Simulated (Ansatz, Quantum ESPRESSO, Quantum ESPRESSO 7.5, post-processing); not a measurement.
**Sb chain with one bond drawn out by 0.3 Å: ballistic transmission**

Wanted: the transmission near the Fermi level and the conductance of this junction: Sb chain with one bond drawn out by 0.3 Å.

Program: Quantum ESPRESSO 7.5. Level of theory: plane-wave DFT, PBE, GBRV ultrasoft pseudopotentials (cross-check by Ansatz 0.2.0 with PAW datasets). Results are calculated unless marked as measured.

Most raw output is cut from this account.

## 1. Starting point

The cell holds 8 atoms: 8 Sb. Cell: a = 7.500 Å, b = 7.500 Å, c = 22.300 Å, α = 90.0°, β = 90.0°, γ = 90.0°. Regions: left lead, 4 atoms (4 Sb); right lead, 4 atoms (4 Sb). Vacuum lies along a and b. The structure is stacked along c, and the current runs across the ab planes.

## 2. SCF with pw.x

One periodic cell holds a stretch of lead, the junction and more lead; the atoms stay as built.

File scf.in:

```
&control
  prefix = 'scf'
  outdir = './out'
  pseudo_dir = './pseudo'
  calculation = 'scf'
  tprnfor = .true.
/
&system
  ibrav = 0
  nat = 8
  ntyp = 1
  ecutwfc = 34
  ecutrho = 170
  occupations = 'smearing'
  smearing = 'mv'
  degauss = 0.01
/
&electrons
  conv_thr = 1e-07
  mixing_beta = 0.25
  electron_maxstep = 120
  mixing_mode = 'local-TF'
/
ATOMIC_SPECIES
  Sb  121.7600  sb_pbe_v1.4.uspp.F.UPF
CELL_PARAMETERS angstrom
  7.50000000000000 0.00000000000000 0.00000000000000
  0.00000000000000 7.50000000000000 0.00000000000000
  0.00000000000000 0.00000000000000 22.30000000000000
ATOMIC_POSITIONS crystal
  Sb  0.500000000000 0.500000000000 0.000000000000
  Sb  0.500000000000 0.500000000000 0.123318385650
  Sb  0.500000000000 0.500000000000 0.246636771300
  Sb  0.500000000000 0.500000000000 0.369955156951
  Sb  0.500000000000 0.500000000000 0.506726457399
  Sb  0.500000000000 0.500000000000 0.630044843049
  Sb  0.500000000000 0.500000000000 0.753363228700
  Sb  0.500000000000 0.500000000000 0.876681614350
K_POINTS automatic
  1 1 3 0 0 0
```

Started as:

```
> OMP_NUM_THREADS=1 mpirun -n 2 pw.x -nk 1 -in scf.in > scf.out
```

Run time: 1.8 min. Hardware: 2 MPI ranks of Arm Neoverse V1, shared host; peak memory 1.3 GiB; 3.6 min of CPU time.

Numbers from this step:

- free energy: -20121.2244 eV
- Fermi energy: -1.978 eV

The program's own clock; routines nest. Time by routine:

```csv
routine,wall time (s),calls
PWSCF,108.3,1
electrons,104,1
c_bands,64.04,14
cegterg,62.92,28
h_psi,43.33,135
fftw,38.54,12178
vloc_psi,34.51,135
sum_band,17.7,14
mix_rho,12.05,14
newd,8.79,15
ffts,7.54,1628
calbec,6.32,171
h_psi:calbec,4.24,135
add_vuspsi,4.18,135
```

The run needed 14 iterations to bring the estimated error under 1e-07 Ry; the largest force on any atom, held or free, is 0.59 eV/Å.

## 3. The open system

prefixt takes both regions from one run: the lead from 0 to bdl, the scattering region from bdl to bds (units of alat). ikind = 1 puts the same lead on both sides. The program's T_tot counts both spins in a run without spin; the tables below give T per spin.

File cond.in:

```
&inputcond
  outdir = './out'
  prefixt = 'scf'
  tran_file = 'cond.dat'
  bdl = 0.7333333333
  bds = 2.9733333333
  ikind = 1
  ewind = 4.0
  epsproj = 1e-05
  nz1 = 7
  energy0 = 2.0
  denergy = -0.1
/
1
  0.00000000 0.00000000 1.00000000
41
```

Started as:

```
> OMP_NUM_THREADS=1 mpirun -n 2 pwcond.x -in cond.in > cond.out
```

Wall time 3 min (2 MPI ranks); peak memory 0.52 GiB; 5.9 min of CPU time.

Read from the output:

| Property | Result |
| --- | --- |
| lead channels at the Fermi level, one spin | 3 |
| transmission at the Fermi level, one spin | 2.734 |
| conductance | 2.734 G₀ |

Per spin. Table of open channels by energy, zero at the Fermi level:

```csv
energy (eV),open channels
-2.00,1
-1.90,1
-1.70,1
-1.60,3
-1.40,3
-1.30,3
-1.20,3
-1.00,3
-0.90,3
-0.80,3
-0.60,3
-0.50,3
-0.30,3
-0.20,3
-0.10,3
0.00,3
0.10,3
0.20,3
0.30,3
0.50,3
0.60,3
0.80,3
0.90,3
1.00,3
1.20,3
1.30,3
1.40,3
1.60,3
1.70,3
1.90,3
2.00,1
```

Per spin. Transmission against energy, zero at the Fermi level:

```csv
energy (eV),transmission
-2.00,0.930
-1.80,0.932
-1.60,1.38
-1.40,2.00
-1.20,2.29
-1.00,2.43
-0.90,2.47
-0.70,2.53
-0.50,2.58
-0.30,2.68
-0.10,2.72
0.00,2.73
0.10,2.74
0.20,2.74
0.30,2.74
0.50,2.73
0.70,2.72
0.90,2.71
1.00,2.70
1.20,2.68
1.40,2.63
1.60,2.53
1.80,2.19
2.00,0.935
```

The program's own clock; routines nest. Time by routine:

```csv
routine,wall time (s),calls
PWCOND,177.2,1
scatter_forw,146.4,82
compbs,14.06,41
local,13.43,1
compbs_2,11.64,41
init,1.18,1
poten,0.08,1
```

At no point does T exceed the number of channels. That doesn't clear the run: at some energies its lead has fewer channels than the second code's.

## 4. The open system, with ewind = 2.0 and epsproj = 0.001

How much does a setting matter? One run is repeated with a change.

File cond.w.in:

```
&inputcond
  outdir = './out'
  prefixt = 'scf'
  tran_file = 'cond.w.dat'
  bdl = 0.7333333333
  bds = 2.9733333333
  ikind = 1
  ewind = 2.0
  epsproj = 0.001
  nz1 = 7
  energy0 = 2.0
  denergy = -0.1
/
1
  0.00000000 0.00000000 1.00000000
41
```

Started as:

```
> OMP_NUM_THREADS=1 mpirun -n 2 pwcond.x -in cond.w.in > cond.w.out
```

Run time: 58 s. Hardware: 2 MPI ranks; peak memory 0.52 GiB.

The changed values were drawn from a wide range, not chosen for quality; the comparison shows what they did here together.

Beside the run it was changed from:

```csv
quantity,this run,unchanged run,difference
"transmission at the Fermi level, one spin",2.732,2.734,-0.0020
"lead channels at the Fermi level, one spin",3,3,0
wall time (s),58,178,
```

Over all energies T moves by up to 1.6, at -0.4 eV, where the two runs count unlike lead channels.

The physical values in this table move by up to 0.073 %.

## 5. The same in Ansatz

A second code with its own PAW datasets, on the same atoms.

Level of this step: plane-wave DFT, PBE, Ansatz PAW (Ansatz 0.2.0).

File input.yaml:

```yaml
crystal:
  lattice:
    - [7.5, 0.0, 0.0]
    - [0.0, 7.5, 0.0]
    - [0.0, 0.0, 22.3]
  atoms:
    - { symbol: Sb, position: [0.5, 0.5, 0.0] }
    - { symbol: Sb, position: [0.5, 0.5, 0.1233183856] }
    - { symbol: Sb, position: [0.5, 0.5, 0.2466367713] }
    - { symbol: Sb, position: [0.5, 0.5, 0.369955157] }
    - { symbol: Sb, position: [0.5, 0.5, 0.5067264574] }
    - { symbol: Sb, position: [0.5, 0.5, 0.630044843] }
    - { symbol: Sb, position: [0.5, 0.5, 0.7533632287] }
    - { symbol: Sb, position: [0.5, 0.5, 0.8766816144] }
kpoints:
  mp_grid: { grid: [1, 1, 4] }
hamiltonian:
  xc: pbe
scf:
  occupations: { method: fermi_dirac, width: 0.1 }
  convergence: { dr2_threshold: 1.0e-08 }
output:
  transmission:
    leads: [[0, 1]]
    e_range: [-2.0, 2.0]
    de: 0.05
    kmesh: [1, 1]
    reduced_basis: true
  write_potential: true
  write_density: true
  volumetric_format: npy
```

Started as:

```
> ansatz run input.yaml --threads 2 --pin off --max-ram 4096MiB --backend cpu --events-out ev --progress --plain --runs-dir out
```

The job ended after 46 s (2 threads; peak memory 1.4 GiB).

Numbers from this step:

```
free energy                                  : -51866.4128 eV
energy at zero smearing                      : -51866.2773 eV
smearing term TS                             : 0.2710 eV
Fermi energy                                 : -2.057 eV
symmetry operations                          : 16
transmission at the Fermi level, one spin    : 2.736
step of the lead's Hamiltonian over a period : 6 meV
```

Per spin. The transmission by energy, zero at the Fermi level:

```csv
energy (eV),transmission
-2.000,0.929
-1.800,0.932
-1.600,1.10
-1.400,1.92
-1.200,2.22
-1.000,2.39
-0.800,2.51
-0.600,2.60
-0.400,2.67
-0.200,2.71
0.000,2.74
0.200,2.74
0.250,2.74
0.400,2.74
0.600,2.74
0.800,2.72
1.000,2.70
1.200,2.68
1.400,2.64
1.600,2.56
1.800,2.34
2.000,0.944
```

Per spin. Open channels against energy, zero at the Fermi level:

energy (eV), open channels and a bar from the least value:
```
    -2.00       1.00 
    -1.90       1.00 
    -1.80       1.00 
    -1.70       1.00 
    -1.55       3.00 ##############################
    -1.45       3.00 ##############################
    -1.35       3.00 ##############################
    -1.25       3.00 ##############################
    -1.15       3.00 ##############################
    -1.05       3.00 ##############################
    -0.90       3.00 ##############################
    -0.80       3.00 ##############################
    -0.70       3.00 ##############################
    -0.60       3.00 ##############################
    -0.50       3.00 ##############################
    -0.40       3.00 ##############################
    -0.25       3.00 ##############################
    -0.15       3.00 ##############################
    -0.05       3.00 ##############################
     0.00       3.00 ##############################
     0.05       3.00 ##############################
     0.15       3.00 ##############################
     0.25       3.00 ##############################
     0.40       3.00 ##############################
     0.50       3.00 ##############################
     0.60       3.00 ##############################
     0.70       3.00 ##############################
     0.80       3.00 ##############################
     0.90       3.00 ##############################
     1.05       3.00 ##############################
     1.15       3.00 ##############################
     1.25       3.00 ##############################
     1.35       3.00 ##############################
     1.45       3.00 ##############################
     1.55       3.00 ##############################
     1.70       3.00 ##############################
     1.80       3.00 ##############################
     1.90       3.00 ##############################
     2.00       1.00
```

Ansatz finds T = 2.74 against pwcond's 2.73.

## 6. All levels side by side

All levels:

```csv
step,T at the Fermi level (per spin),conductance (G0),r.m.s. T(E) from the first,CPU time of the step (s),peak memory (GiB)
Ansatz,2.736,-,0,87.86,1.426
pwcond,2.734,2.734,0.2895,355.2,0.52
"pwcond, changed setting",2.732,2.732,0.0521,116.1,0.52
```

Per spin. Transmission against energy, zero at the Fermi level:

```csv
energy (eV),Ansatz,pwcond,"pwcond, changed setting"
-2.00,0.929,0.930,0.930
-1.80,0.932,0.932,0.932
-1.60,1.10,1.38,1.26
-1.40,1.92,2.00,1.95
-1.20,2.22,2.29,2.26
-1.00,2.39,2.43,2.42
-0.90,2.45,2.47,2.46
-0.70,2.56,2.53,2.52
-0.50,2.64,2.58,2.58
-0.30,2.69,2.68,2.68
-0.10,2.73,2.72,2.72
0.00,2.74,2.73,2.73
0.10,2.74,2.74,2.74
0.30,2.74,2.74,2.74
0.50,2.74,2.73,2.73
0.70,2.73,2.72,2.72
0.90,2.71,2.71,2.71
1.00,2.70,2.70,2.70
1.20,2.68,2.68,2.68
1.40,2.64,2.63,2.64
1.60,2.56,2.53,2.55
1.80,2.34,2.19,2.28
2.00,0.944,0.935,0.940
```

## 7. Worked from the printed numbers

G = 2.73 × 77.48 µS = 212 µS a cell, a resistance of 4.72 kΩ.

## 8. Results

| Item | Value |
| --- | --- |
| conductance from T at the Fermi level, a cell (G₀ = 2e²/h) | 2.73 G₀ |
| lead channels per spin | 3.00 |
| the same conductance by Ansatz | 2.74 G₀ |

**Reading.** The junction conducts 2.73 G₀ a cell at the Fermi level (PBE, GBRV ultrasoft). At the Fermi level the junction passes 91 % of what the leads offer, nearly all. At the Fermi level pwcond and Ansatz differ by 0.053 %, a close match. Over -2 to 2 eV, T lies between 0.93 and 2.7 per spin. pwcond's lead, cut out of the junction cell, has fewer channels than Ansatz's near -0.4 eV, so its T is in doubt there. The geometry is as built, not relaxed, and the leads are short.

[Logs are printed without paths, hosts, clocks, repeated set-up lines and the standing remarks that a program may print on its own settings, such as how far it seeks lower states.]

[Hosts, paths, dates, database ids (printed as entryN), source tags and the programs' standing remarks are cut or masked in the printed files.]

[Maps of the electrostatic potential energy from Ansatz leave out the sawtooth potential of an applied field or a dipole correction, so their vacuum need not be flat; planar profiles and work functions include it.]
